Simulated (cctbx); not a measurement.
# A crystallographic session in cctbx: ZnPt2

Library: cctbx 2025.11. The data are simulated by the first script.

## 1. Simulate the data

run.py:

```python
from cctbx import adptbx, crystal, miller, sgtbx, xray
from cctbx.array_family import flex
from iotbx.shelx import hklf
from scitbx import matrix
import scitbx.random

cs = crystal.symmetry(unit_cell=(2.831, 2.831, 10.06, 90, 90, 90), space_group_symbol='Hall: -I 4 2')  # I4/mmm
atoms = [  # label, site, U (iso, or U11 U22 U33 U12 U13 U23 in A^2), occupancy
    ("Pt1", (0, 0, 0.335), 0.0118, 1),
    ("Zn1", (0, 0, 0), 0.0168, 1),
]
xs = xray.structure(crystal_symmetry=cs)
for label, site, u, occ in atoms:
    u = adptbx.u_cif_as_u_star(cs.unit_cell(), u) if isinstance(u, tuple) else u
    xs.add_scatterer(xray.scatterer(label, site=site, u=u, occupancy=occ))
xs.set_inelastic_form_factors(0.56087, "sasaki")
xs.show_summary()
p1 = xs.expand_to_p1()
ms = miller.build_set(p1, anomalous_flag=True, d_min=1.1)
flex.set_random_seed(78271)
scitbx.random.set_random_seed(78271)
ms = ms.select(flex.random_double(ms.size()) < 0.8)
i = ms.structure_factors_from_scatterers(p1, algorithm="direct").f_calc().as_intensity_array().data()
i = i * 20000 / flex.max(i)
sig = flex.sqrt(i + flex.pow2(0.06 * i) + 15 ** 2)
noise = scitbx.random.variate(scitbx.random.normal_distribution())(i.size())
data = ms.array(data=i + sig * noise, sigmas=sig).set_observation_type_xray_intensity()
with open("data.hkl", "w") as f:
    data.export_as_shelx_hklf(f)
print("reflections written:", data.size(), " <I/sigma> = %.1f" % flex.mean(data.data() / data.sigmas()))
for h, a, b in list(data.sort("data"))[:12]:
    print("%4d%4d%4d %9.1f %7.1f" % (h + (a, b)))
```

```console
$ python run.py
```

```text
Number of scatterers: 2
At special positions: 2
Unit cell: (2.831, 2.831, 10.06, 90, 90, 90)
Space group: I 4/m m m (No. 139)
reflections written: 204  <I/sigma> = 6.6
  -1   0  -3   21273.7  1208.4
   1   0  -3   21014.9  1208.4
  -1  -1   0   19645.6  1132.7
   0  -1  -3   19568.4  1208.4
   0   1   3   19226.9  1208.4
  -1   1   0   19027.3  1132.7
   1   1   0   18934.4  1132.7
   0   1  -3   18908.2  1208.4
  -1   0   3   18146.7  1208.4
   0   0  -6   16990.8   945.8
   0   0   6   15237.8   945.8
   0   2   0   13385.6   767.6
```

It took 0.24 s on 1 thread of Arm Neoverse V2, with other jobs on the host, peak memory 0.07 GiB.

## 2. Refinement (right model)

run.py:

```python
import math
from cctbx import adptbx, crystal, maptbx, sgtbx, xray
from cctbx.array_family import flex
from cctbx.xray import observations
from iotbx.shelx import hklf
from scitbx.lstbx import normal_eqns_solving
from smtbx import absolute_structure, utils
from smtbx.refinement import constraints, least_squares

cs = crystal.symmetry(unit_cell=(2.831, 2.831, 10.06, 90, 90, 90), space_group_symbol='Hall: -I 4 2')  # I4/mmm
atoms = [  # label, site, U (iso, or U11 U22 U33 U12 U13 U23 in A^2), occupancy
    ("Pt1", (0, 0, 0.3377), 0.0200, 1),
    ("Zn1", (0, 0, 0), 0.0200, 1),
]
xs = xray.structure(crystal_symmetry=cs)
for label, site, u, occ in atoms:
    u = adptbx.u_cif_as_u_star(cs.unit_cell(), u) if isinstance(u, tuple) else u
    xs.add_scatterer(xray.scatterer(label, site=site, u=u, occupancy=occ))
xs.set_inelastic_form_factors(0.56087, "sasaki")
raw = hklf.reader(file_name="data.hkl").as_miller_arrays(crystal_symmetry=cs, anomalous=True)[0]
merged = raw.eliminate_sys_absent().merge_equivalents()
fo2 = merged.array().set_observation_type_xray_intensity()
print("Rint %.3f, %d unique reflections to %.2f A" % (merged.r_int(), fo2.size(), fo2.d_min()))
for sc in xs.scatterers():
    sc.flags.set_grad_site(True)
    sc.flags.set_grad_u_aniso(sc.flags.use_u_aniso())
    sc.flags.set_grad_u_iso(sc.flags.use_u_iso())
obs = fo2.as_xray_observations()
extra = {}
rep = constraints.reparametrisation(xs, [], utils.connectivity_table(xs), **extra)
ls = least_squares.crystallographic_ls(obs, rep, weighting_scheme=least_squares.mainstream_shelx_weighting(a=0, b=0))
print("cycle     R1     wR2    GooF  max shift (A)")
for cycle in range(8):
    ls.build_up()
    r1, wr2, goof = ls.r1_factor(cutoff_factor=2)[0], ls.wR2(), ls.goof()
    old = xs.sites_cart()
    normal_eqns_solving.levenberg_marquardt_iterations(ls, n_max_iterations=3, tau=1e-06, step_threshold=1e-7)
    big = flex.max((xs.sites_cart() - old).norms())
    print("%4d %7.4f %7.4f %7.3f %9.5f" % (cycle + 1, r1, wr2, goof, big))
    ls.build_up(objective_only=True)
    if abs(ls.wR2() - wr2) < 5e-5 and big < 5e-4:
        break
ls.build_up()
print("final R1 %.4f wR2 %.4f GooF %.3f  parameters %d  data/parameter %.1f" % (ls.r1_factor(cutoff_factor=2)[0], ls.wR2(), ls.goof(), ls.n_parameters, fo2.size() / ls.n_parameters))
cov = ls.covariance_matrix_and_annotations()
su = dict(zip(cov.annotations, (math.sqrt(max(v, 0)) for v in cov.matrix.matrix_packed_u_diagonal())))
a2 = cs.unit_cell().reciprocal_parameters()[0] ** -2
print("atom        x        y        z      Ueq    occ   su(xyz)  su(Uiso or U11)")
for sc in xs.scatterers():
    s = max(su.get(sc.label + k, 0) for k in (".x", ".y", ".z"))
    npd = "" if sc.is_positive_definite_u(cs.unit_cell()) else "  NPD"
    print("%-5s %8.5f %8.5f %8.5f %8.4f %6.3f %8.5f %7.4f%s" % ((sc.label,) + sc.site + (sc.u_iso_or_equiv(cs.unit_cell()), sc.occupancy, s, su.get(sc.label + ".uiso", su.get(sc.label + ".u11", 0) * a2), npd)))
fo = fo2.f_sq_as_f()
fc = fo.structure_factors_from_scatterers(xs, algorithm="direct").f_calc()
diff = fo.f_obs_minus_f_calc(1 / math.sqrt(ls.scale_factor()), fc).average_bijvoet_mates()
m = diff.fft_map(symmetry_flags=maptbx.use_space_group_symmetry, resolution_factor=0.25).apply_volume_scaling()
print("difference map: max %.2f min %.2f rms %.2f" % (m.statistics().max(), m.statistics().min(), m.statistics().sigma()))
peaks = m.peak_search(parameters=maptbx.peak_search_parameters(min_distance_sym_equiv=0.6, max_clusters=6)).all()
near = xs.closest_distances(peaks.sites(), distance_cutoff=4)
sps = cs.special_position_settings(min_distance_sym_equiv=0.5)
for k, (x, h) in enumerate(zip(peaks.sites(), peaks.heights())):
    ss = sps.site_symmetry(x)
    print("Q%-3d %7.4f %7.4f %7.4f %4d %7.2f  %.2f A from %s" % ((k + 1,) + tuple(t % 1 for t in ss.exact_site()) + (ss.multiplicity(), h, near.smallest_distances[k], xs.scatterers()[near.i_seqs[k]].label)))
```

```console
$ python run.py
```

```text
Rint 0.043, 16 unique reflections to 1.18 A
cycle     R1     wR2    GooF  max shift (A)
   1  0.0745  0.2070   8.017   0.02801
   2  0.0098  0.0227   0.880   0.00000
final R1 0.0098 wR2 0.0227 GooF 0.880  parameters 3  data/parameter 5.3
atom        x        y        z      Ueq    occ   su(xyz)  su(Uiso or U11)
Pt1    0.00000  0.00000  0.33492   0.0110  1.000  0.00008  0.0008
Zn1    0.00000  0.00000  0.00000   0.0158  1.000  0.00000  0.0013
difference map: max 0.71 min -0.43 rms 0.17
Q1    0.0000  0.0000  0.1455    4    0.72  1.46 A from Zn1
Q2    0.0000  0.0000  0.4221    4    0.65  0.88 A from Pt1
Q3    0.0000  0.1708  0.0000    8    0.19  0.48 A from Zn1
Q4    0.0000  0.0000  0.3184    4    0.12  0.17 A from Pt1
Q5    0.2043  0.2043  0.2958   16    0.12  0.91 A from Pt1
```

Time: 0.41 s.

## 3. Simulate the data

run.py, as its changes from the last script of this kind:

```diff
@@ -19 +19 @@
-ms = miller.build_set(p1, anomalous_flag=True, d_min=1.1)
+ms = miller.build_set(p1, anomalous_flag=True, d_min=0.84)
```

```console
$ python run.py
```

```text
Number of scatterers: 2
At special positions: 2
Unit cell: (2.831, 2.831, 10.06, 90, 90, 90)
Space group: I 4/m m m (No. 139)
reflections written: 472  <I/sigma> = 7.3
   0   1  -3   22033.8  1208.4
  -1   0   3   21153.2  1208.4
  -1   0  -3   20855.6  1208.4
   0  -1   3   20852.8  1208.4
   0  -1  -3   20523.8  1208.4
   0   1   3   20507.6  1208.4
   1   1   0   19793.9  1132.7
   1   0   3   19485.2  1208.4
   1   0  -3   19410.2  1208.4
   1  -1   0   18865.6  1132.7
  -1   1   0   17560.4  1132.7
   0   0  -6   14535.6   945.8
```

Time: 0.25 s.

## 4. Refinement (right model)

run.py, as its changes from the last script of this kind:

```diff
@@ -12 +12 @@
-    ("Pt1", (0, 0, 0.3377), 0.0200, 1),
+    ("Pt1", (0, 0, 0.3339), 0.0200, 1),
@@ -19,0 +20 @@
+xs.convert_to_anisotropic()
```

```console
$ python run.py
```

```text
Rint 0.043, 36 unique reflections to 0.84 A
cycle     R1     wR2    GooF  max shift (A)
   1  0.0763  0.2050   7.832   0.01146
   2  0.0128  0.0287   1.095   0.00000
final R1 0.0128 wR2 0.0287 GooF 1.095  parameters 5  data/parameter 7.2
atom        x        y        z      Ueq    occ   su(xyz)  su(Uiso or U11)
Pt1    0.00000  0.00000  0.33504   0.0120  1.000  0.00004  0.0004
Zn1    0.00000  0.00000  0.00000   0.0175  1.000  0.00000  0.0009
difference map: max 1.37 min -1.80 rms 0.35
Q1    0.0000  0.0000  0.0864    4    1.38  0.87 A from Zn1
Q2    0.0000  0.5000  0.0770    8    1.13  1.61 A from Zn1
Q3    0.0000  0.0000  0.2543    4    0.74  0.81 A from Pt1
Q4    0.0000  0.5000  0.2500    4    0.48  1.65 A from Pt1
Q5    0.2500  0.2500  0.2500    8    0.30  1.32 A from Pt1
Q6    0.0000  0.0000  0.4268    4    0.25  0.92 A from Pt1
```

Time: 0.4 s.

## 5. Simulate the data

run.py, as its changes from the last script of this kind:

```diff
@@ -19 +19 @@
-ms = miller.build_set(p1, anomalous_flag=True, d_min=0.84)
+ms = miller.build_set(p1, anomalous_flag=True, d_min=0.6)
```

```console
$ python run.py
```

```text
Number of scatterers: 2
At special positions: 2
Unit cell: (2.831, 2.831, 10.06, 90, 90, 90)
Space group: I 4/m m m (No. 139)
reflections written: 1243  <I/sigma> = 6.1
   0   1   3   21617.6  1208.4
  -1   0   3   21593.5  1208.4
   1   0   3   20687.8  1208.4
   0   1  -3   20524.0  1208.4
   1   0  -3   19869.0  1208.4
  -1   1   0   19423.5  1132.7
   1   1   0   19190.8  1132.7
   1  -1   0   17975.2  1132.7
   0   0  -6   15072.9   945.8
   0   2   0   13408.8   767.6
  -2   0   0   13010.1   767.6
   2   0   0   12842.1   767.6
```

Time: 0.25 s.

## 6. Refinement (right model)

run.py, as its changes from the last script of this kind:

```diff
@@ -12 +12 @@
-    ("Pt1", (0, 0, 0.3339), 0.0200, 1),
+    ("Pt1", (0, 0, 0.3349), 0.0200, 1),
```

```console
$ python run.py
```

```text
Rint 0.045, 80 unique reflections to 0.61 A
cycle     R1     wR2    GooF  max shift (A)
   1  0.1134  0.2438   8.619   0.00090
   2  0.0113  0.0261   0.924   0.00000
final R1 0.0113 wR2 0.0261 GooF 0.924  parameters 5  data/parameter 16.0
atom        x        y        z      Ueq    occ   su(xyz)  su(Uiso or U11)
Pt1    0.00000  0.00000  0.33499   0.0118  1.000  0.00002  0.0001
Zn1    0.00000  0.00000  0.00000   0.0168  1.000  0.00000  0.0004
difference map: max 1.93 min -1.24 rms 0.40
Q1    0.0000  0.0000  0.5000    2    1.93  1.66 A from Pt1
Q2    0.0000  0.0000  0.2716    4    1.65  0.64 A from Pt1
Q3    0.0000  0.5000  0.2144    8    0.92  1.50 A from Pt1
Q4    0.0000  0.0000  0.0000    2    0.89  0.00 A from Zn1
Q5    0.0000  0.2625  0.2859   16    0.82  0.89 A from Pt1
Q6    0.0000  0.0000  0.4093    4    0.76  0.75 A from Pt1
```

It took 0.39 s on 1 thread of Arm Neoverse V2, on a shared host, peak memory 0.09 GiB.

[Logs are printed without paths, hosts, clocks, repeated set-up lines and the standing remarks that a program may print on its own settings, such as how far it seeks lower states.]
